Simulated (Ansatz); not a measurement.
Whose spectrum is this?

Method: Ansatz, LDA, independent particles, without spin-orbit coupling, line width 0.1 eV (Gaussian); metals get a typed carrier damping. The response is along the first axis of the cell.

E (eV), Im ε and a bar:
```
     0.50      23.30 ##############################
     1.00      11.70 ##############
     1.50      17.06 ######################
     2.00      21.32 ###########################
     2.50      15.40 ###################
     3.00      13.47 #################
     3.50      11.81 ##############
     4.00      14.61 ##################
     4.50      15.09 ###################
     5.00      14.61 ##################
     5.50      12.19 ###############
     6.00       9.17 ###########
     6.50       7.08 ########
     7.00       5.78 ######
     7.50       5.38 ######
     8.00       4.74 #####
     8.50       3.87 ####
     9.00       3.59 ###
     9.50       3.33 ###
    10.00       3.12 ###
    10.50       2.83 ##
    11.00       2.37 ##
    11.50       2.27 #
    12.00       2.02 #
    12.50       1.72 #
    13.00       1.45 
    13.50       1.29 
    14.00       1.21
```

Q: All candidates were run at this level. Which one is shown?
A. BaTiO3 (P4/mmm)
B. SiNi (Pnma)
C. TiAl3 (I4/mmm)

A: B. SiNi (Pnma): a metal, with a Drude term, main peak of the conductivity above 1 eV at 4.88 eV. The others: BaTiO3 (P4/mmm), least direct gap 1.82 eV, ε∞ = 7.05 along the first axis, strongest peak along the first axis at 4.01 eV; TiAl3 (I4/mmm), a metal, with a Drude term, main peak of the conductivity above 1 eV at 4.34 eV.

[Logs are printed without paths, hosts, clocks, repeated set-up lines and the standing remarks that a program may print on its own settings, such as how far it seeks lower states.]
